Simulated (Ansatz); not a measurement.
# Sr on Ni(100): change of the work function, part 2 of 2

How does one ordered layer of Sr (hollow site) change the work function of Ni(100), and what dipole does each adsorbate carry?

Ansatz 0.2.0; plane-wave DFT, PBE, Ansatz PAW.

So far, work function, upper face (eV): step 2 (the clean slab) 4.88; step 3 (17 atoms, coverage 0.25 ML, cell 2x2) 2.31.

## Step 5: The slab at 0.25 ML, atoms frozen

This step: plane-wave DFT, PBE, Ansatz PAW (Ansatz 0.2.0).

To see where the charge goes, the covered slab, the bare substrate and the adsorbate layer are each run at the same frozen positions and on the same grid.

input.yaml reads:

```yaml
crystal:
  lattice:
    - [4.9780317396, 0.0, 0.0]
    - [0.0, 4.9780317396, 0.0]
    - [0.0, 0.0, 26.0854539102]
  atoms:
    - { symbol: Ni, position: [0.25, 0.25, 0.3450198732], spin: 0.7 }
    - { symbol: Ni, position: [0.0, 0.0, 0.4124904262], spin: 0.7 }
    - { symbol: Ni, position: [0.25, 0.25, 0.4814173946], spin: 0.7 }
    - { symbol: Ni, position: [-0.0023992676, -0.0023992676, 0.5463639702], spin: 0.7 }
    - { symbol: Ni, position: [0.25, 0.75, 0.3450198732], spin: 0.7 }
    - { symbol: Ni, position: [0.0, 0.5, 0.4124904262], spin: 0.7 }
    - { symbol: Ni, position: [0.25, 0.75, 0.4808082387], spin: 0.7 }
    - { symbol: Ni, position: [-0.0023992676, 0.5023992676, 0.5463639702], spin: 0.7 }
    - { symbol: Ni, position: [0.75, 0.25, 0.3450198732], spin: 0.7 }
    - { symbol: Ni, position: [0.5, 0.0, 0.4124904262], spin: 0.7 }
    - { symbol: Ni, position: [0.75, 0.25, 0.4808082387], spin: 0.7 }
    - { symbol: Ni, position: [0.5023992676, -0.0023992676, 0.5463639702], spin: 0.7 }
    - { symbol: Ni, position: [0.75, 0.75, 0.3450198732], spin: 0.7 }
    - { symbol: Ni, position: [0.5, 0.5, 0.4124904262], spin: 0.7 }
    - { symbol: Ni, position: [0.75, 0.75, 0.4798374566], spin: 0.7 }
    - { symbol: Ni, position: [0.5023992676, 0.5023992676, 0.5463639702], spin: 0.7 }
    - { symbol: Sr, position: [0.25, 0.25, 0.63518343] }
magnetization:
  spin_polarized: true
kpoints:
  mp_grid: { grid: [6, 6, 1] }
hamiltonian:
  xc: pbe
scf:
  occupations: { method: fermi_dirac, width: 0.1 }
  convergence: { dr2_threshold: 1.0e-08 }
efield:
  axis: 3
  dipole_correction: true
  ramp_position: 0.97
  ramp_width: 0.06
output:
  write_potential: true
  write_density: true
  volumetric_format: npy
```

On the command line:

```console
$ ansatz run input.yaml --threads 8 --pin off --max-ram 12288MiB --backend cpu --events-out ev --progress --plain --runs-dir out
```

Wall time 77 s (8 threads of Intel Xeon Platinum 8375C at 2.90GHz (Ice Lake), shared host); peak memory 5.3 GiB.

This step gave:

* work function, upper face: 2.313 eV
* work function, lower face: 4.893 eV
* dipole along the normal: 0.3534 e·Å
* step between the vacuum levels: -2.581 eV

The work function of the upper face is 2.31 eV.

## Step 6: The substrate of the 0.25 ML cell alone

System of this step: Sr/Ni(100), substrate alone, atoms held. The cell holds 16 atoms: 16 Ni. Cell: a = 4.978 Å, b = 4.978 Å, c = 26.085 Å, α = 90.0°, β = 90.0°, γ = 90.0°. Vacuum lies along c.

The second part, atoms unmoved.

input.yaml, the sections that differ from step 5:

```yaml
crystal:
  lattice:
    - [4.9780317396, 0.0, 0.0]
    - [0.0, 4.9780317396, 0.0]
    - [0.0, 0.0, 26.0854539102]
  atoms:
    - { symbol: Ni, position: [0.25, 0.25, 0.3450198732], spin: 0.76 }
    - { symbol: Ni, position: [0.0, 0.0, 0.4124904262], spin: 0.69 }
    - { symbol: Ni, position: [0.25, 0.25, 0.4814173946], spin: 0.68 }
    - { symbol: Ni, position: [-0.0023992676, -0.0023992676, 0.5463639702], spin: 0.57 }
    - { symbol: Ni, position: [0.25, 0.75, 0.3450198732], spin: 0.76 }
    - { symbol: Ni, position: [0.0, 0.5, 0.4124904262], spin: 0.69 }
    - { symbol: Ni, position: [0.25, 0.75, 0.4808082387], spin: 0.65 }
    - { symbol: Ni, position: [-0.0023992676, 0.5023992676, 0.5463639702], spin: 0.57 }
    - { symbol: Ni, position: [0.75, 0.25, 0.3450198732], spin: 0.76 }
    - { symbol: Ni, position: [0.5, 0.0, 0.4124904262], spin: 0.69 }
    - { symbol: Ni, position: [0.75, 0.25, 0.4808082387], spin: 0.65 }
    - { symbol: Ni, position: [0.5023992676, -0.0023992676, 0.5463639702], spin: 0.57 }
    - { symbol: Ni, position: [0.75, 0.75, 0.3450198732], spin: 0.76 }
    - { symbol: Ni, position: [0.5, 0.5, 0.4124904262], spin: 0.69 }
    - { symbol: Ni, position: [0.75, 0.75, 0.4798374566], spin: 0.64 }
    - { symbol: Ni, position: [0.5023992676, 0.5023992676, 0.5463639702], spin: 0.57 }
# magnetization, kpoints, hamiltonian, scf, efield, output: as in step 5
```

Elapsed: 66 s, on 8 threads; peak memory 5.3 GiB; 8.3 min of CPU time.

This step gave:

| Property | Result |
| --- | --- |
| energy at zero smearing | -93428.5157 eV |
| total moment | 11.00 μB |
| work function, upper face | 4.883 eV |
| dipole along the normal | 1.91e-4 e·Å |

Site moment by atom:

```
atom  site moment (μB)
 Ni1             0.762
 Ni2             0.694
 Ni3             0.696
 Ni4             0.759
 Ni5             0.763
 Ni6             0.694
 Ni7             0.696
 Ni8             0.759
 Ni9             0.763
Ni10             0.694
Ni11             0.696
Ni12             0.759
Ni13             0.764
Ni14             0.694
Ni15             0.696
Ni16             0.759
```

The work function of the upper face is 4.88 eV.

## Step 7: The adsorbate layer of the 0.25 ML cell alone

System of this step: Sr/Ni(100), adsorbate layer alone, atoms held. The cell holds 1 atom: 1 Sr. Its edges and angles: a = 4.978 Å, b = 4.978 Å, c = 26.085 Å, α = 90.0°, β = 90.0°, γ = 90.0°. Vacuum lies along c.

The third part; a free layer of atoms may carry a moment, so spin is on.

input.yaml, the sections that differ from step 6:

```yaml
crystal:
  lattice:
    - [4.9780317396, 0.0, 0.0]
    - [0.0, 4.9780317396, 0.0]
    - [0.0, 0.0, 26.0854539102]
  atoms:
    - { symbol: Sr, position: [0.25, 0.25, 0.63518343], spin: 1.0 }
# magnetization, kpoints, hamiltonian, scf, efield, output: as in step 6
```

Wall time 5.6 s (8 threads); peak memory 1.1 GiB; 37 s of CPU time.

This step gave:

- energy at zero smearing: -3543.0486 eV
- work function, upper face: 2.533 eV
- dipole along the normal: -2.62e-6 e·Å

At this spacing and smearing the free layer keeps no moment.

## Step 8: Where the charge went at 0.25 ML

This step: plane-wave DFT, PBE, Ansatz PAW; density difference on adsorption (Ansatz 0.2.0).

The densities of the parts are taken from that of the whole and averaged over planes; the first moment of what is left gives the step in the potential.

This step gave:

| Quantity | Value |
| --- | --- |
| largest charge moved | 0.01107 e/Å² |
| potential step from the moved charge | -2.580 eV |

The electron density difference oscillates, so the rows of the table below give means over windows of 1 Å about each position, cut where the curve ends. Its maxima inside the range that stand out by 2 % of the span (Å: e/Å³): 14.2: -0.00120, 15.2: 0.0199, 17.2: -0.00265. Its minima: 13.9: -0.00431, 14.5: -0.00666, 16.7: -0.00700, 17.8: -0.00450.

Planar mean, whole system less its parts. The electron density difference by z; means over each step:

z (Å), electron density difference (e/Å³) and a bar from the least value:
```
        5     0.0000 #########
        6     0.0000 #########
        7     0.0000 #########
        8     0.0000 ########
        9     0.0000 ########
       10     0.0000 #########
       11     0.0000 #########
       12     0.0000 ########
       13    -0.0009 #######
       14    -0.0034 ##
       15     0.0115 ##############################
       16     0.0017 ############
       17    -0.0046 
       18    -0.0038 #
       19    -0.0008 #######
       20     0.0002 #########
       21     0.0001 #########
       22     0.0000 #########
       23     0.0000 #########
       24     0.0000 #########
```

Planar mean, whole system less its parts. Table of electrons moved below z by z:

```
z (Å)  electrons moved below z (e/Å²)
  5.5                          6.4e-7
  6.0                          1.9e-6
  6.5                          5.6e-6
  7.0                          1.5e-5
  7.5                          3.1e-5
  8.0                          4.0e-5
  8.5                          1.7e-6
  9.0                          1.8e-5
  9.5                         -1.8e-5
 10.0                         -4.2e-5
 10.5                         -1.7e-5
 11.0                         -4.4e-5
 11.5                         -2.5e-5
 12.0                         -6.6e-5
 12.5                         -4.4e-5
 13.0                         -1.1e-4
 13.5                        -0.00114
 14.0                        -0.00294
 14.5                        -0.00484
 15.0                         -7.8e-4
 15.5                         0.00828
 16.0                          0.0109
 16.5                         0.00839
 17.0                         0.00558
 17.5                         0.00405
 18.0                         0.00190
 18.5                          3.3e-4
 19.0                         -2.7e-4
 19.5                         -3.3e-4
 20.0                         -2.4e-4
 20.5                         -1.4e-4
 21.0                         -7.9e-5
 21.5                         -4.0e-5
 22.0                         -2.0e-5
 22.5                         -9.4e-6
 23.0                         -4.4e-6
 23.5                         -2.0e-6
 24.0                         -9.9e-7
```

## Step 9: The same run with other settings

This step: plane-wave DFT, PBE, Ansatz PAW (Ansatz 0.2.0).

System of this step: Sr/Ni(100). The cell holds 17 atoms: 16 Ni and 1 Sr. Cell: a = 4.978 Å, b = 4.978 Å, c = 26.085 Å, α = 90.0°, β = 90.0°, γ = 90.0°. Vacuum lies along c.

A run with a changed input: it repeats the earlier run at 0.25 ML with kpoints.mp_grid.shift to [0.5, 0.5, 0.0], scf.convergence.dr2_threshold from 1e-08 to 0.0001 and crystal.symmetry to detect: false; its output block differs too.

input.yaml reads:

```yaml
crystal:
  lattice:
    - [4.9780317396, 0.0, 0.0]
    - [0.0, 4.9780317396, 0.0]
    - [0.0, 0.0, 26.0854539102]
  atoms:
    - { symbol: Ni, position: [0.25, 0.25, 0.3450198732], spin: 0.76 }
    - { symbol: Ni, position: [0.0, 0.0, 0.4124904262], spin: 0.69 }
    - { symbol: Ni, position: [0.25, 0.25, 0.4808100432], spin: 0.7 }
    - { symbol: Ni, position: [0.0, 0.0, 0.5457302214], spin: 0.76 }
    - { symbol: Ni, position: [0.25, 0.75, 0.3450198732], spin: 0.76 }
    - { symbol: Ni, position: [0.0, 0.5, 0.4124904262], spin: 0.69 }
    - { symbol: Ni, position: [0.25, 0.75, 0.4808100432], spin: 0.7 }
    - { symbol: Ni, position: [0.0, 0.5, 0.5457302214], spin: 0.76 }
    - { symbol: Ni, position: [0.75, 0.25, 0.3450198732], spin: 0.76 }
    - { symbol: Ni, position: [0.5, 0.0, 0.4124904262], spin: 0.69 }
    - { symbol: Ni, position: [0.75, 0.25, 0.4808100432], spin: 0.7 }
    - { symbol: Ni, position: [0.5, 0.0, 0.5457302214], spin: 0.76 }
    - { symbol: Ni, position: [0.75, 0.75, 0.3450198732], spin: 0.76 }
    - { symbol: Ni, position: [0.5, 0.5, 0.4124904262], spin: 0.69 }
    - { symbol: Ni, position: [0.75, 0.75, 0.4808100432], spin: 0.7 }
    - { symbol: Ni, position: [0.5, 0.5, 0.5457302214], spin: 0.76 }
    - { symbol: Sr, position: [0.25, 0.25, 0.6549801268] }
  symmetry: { detect: false }
magnetization:
  spin_polarized: true
kpoints:
  mp_grid: { grid: [6, 6, 1], shift: [0.5, 0.5, 0.0] }
hamiltonian:
  xc: pbe
scf:
  occupations: { method: fermi_dirac, width: 0.1 }
  convergence: { dr2_threshold: 0.0001 }
efield:
  axis: 3
  dipole_correction: true
  ramp_position: 0.97
  ramp_width: 0.06
relax:
  f_tol: 0.02
  max_steps: 60
  constraints: [{ sites: [0, 1, 4, 5, 8, 9, 12, 13] }]
output:
  bader: true
  dos: { projected: true, e_range: [-8, 4] }
  write_potential: true
  write_density: true
  volumetric_format: npy
```

Elapsed: 7.3 min, on 8 threads; peak memory 6.9 GiB.

```
                      quantity  this run  earlier run  difference
work function, upper face (eV)     2.311        2.312     -3.6e-4
work function, lower face (eV)     4.927        4.894       0.033
 dipole along the normal (e·Å)    0.3583       0.3537      0.0046
             total moment (μB)     10.15        10.04        0.11
```

What moves beyond 0.01 in its unit (for the dipole 0.5 % and 5e-5 e·Å): total moment (+0.112 μB), work function, lower face (+0.0334 eV) and dipole along the normal (+0.00462 e·Å).

The change shows in the results, which are not taken further.

## Step 10: Varying the input

System of this step: Ni(100). The cell holds 4 atoms: 4 Ni. Its edges and angles: a = 2.489 Å, b = 2.489 Å, c = 23.280 Å, α = 90.0°, β = 90.0°, γ = 90.0°. Vacuum lies along c.

Another changed input: it repeats the earlier run at 0 ML with kpoints.mp_grid.grid from [12, 12, 1] to [8, 8, 1], kpoints.mp_grid.shift to [0.5, 0.5, 0.0] and scf.eigensolver.kind to davidson.

input.yaml reads:

```yaml
crystal:
  lattice:
    - [2.4890158698, 0.0, 0.0]
    - [0.0, 2.4890158698, 0.0]
    - [0.0, 0.0, 23.28]
  atoms:
    - { symbol: Ni, position: [0.5, 0.5, 0.3865979381], spin: 0.7 }
    - { symbol: Ni, position: [0.0, 0.0, 0.4621993127], spin: 0.7 }
    - { symbol: Ni, position: [0.5, 0.5, 0.5378006873], spin: 0.7 }
    - { symbol: Ni, position: [0.0, 0.0, 0.6134020619], spin: 0.7 }
magnetization:
  spin_polarized: true
kpoints:
  mp_grid: { grid: [8, 8, 1], shift: [0.5, 0.5, 0.0] }
hamiltonian:
  xc: pbe
scf:
  occupations: { method: fermi_dirac, width: 0.1 }
  convergence: { dr2_threshold: 1.0e-08 }
  eigensolver: { kind: davidson }
efield:
  axis: 3
  dipole_correction: true
  ramp_position: 0.97
  ramp_width: 0.06
relax:
  f_tol: 0.02
  max_steps: 60
  constraints: [{ sites: [0, 1] }]
output:
  write_potential: true
  write_density: true
  volumetric_format: npy
```

It took 9.2 s on 8 threads; peak memory 0.62 GiB.

```
                      quantity  this run  earlier run  difference
work function, upper face (eV)     4.886        4.883      0.0031
 dipole along the normal (e·Å)   1.57e-4      5.51e-6      1.5e-4
             total moment (μB)     2.618        2.748       -0.13
```

What moves beyond 0.01 in its unit (for the dipole 0.5 % and 5e-5 e·Å): total moment (-0.13 μB) and dipole along the normal (+0.000152 e·Å).

The change shows in the results, which are not taken further.

## Step 11: Summary of results

```json
{
 "work function of the clean face": "4.88 eV",
 "work function at 0.25 ML": "2.31 eV",
 "dipole per adsorbate at 0.25 ML, positive end outwards": "1.70 D",
 "step of the potential from the moved charge at 0.25 ML, upper less lower side, atoms held": "-2.58 eV"
}
```

In words: Sr lowers the work function of Ni(100) at the lowest coverage, by 2.57 eV: the adsorbate layer has its positive end outwards. One coverage alone was completed, so no trend follows. The slab has 4 layers, at the tabulated experimental lattice constant, one starting site was run, and quantum-size effects of a slab this thin can reach one or two tenths of an eV. The magnetic order is the one reached from the typed start; other orders were not compared.

[Logs are printed without paths, hosts, clocks, repeated set-up lines and the standing remarks that a program may print on its own settings, such as how far it seeks lower states.]

[Hosts, paths, dates, database ids (printed as entryN), source tags and the programs' standing remarks are cut or masked in the printed files.]

[Maps of the electrostatic potential energy from Ansatz leave out the sawtooth potential of an applied field or a dipole correction, so their vacuum need not be flat; planar profiles and work functions include it.]
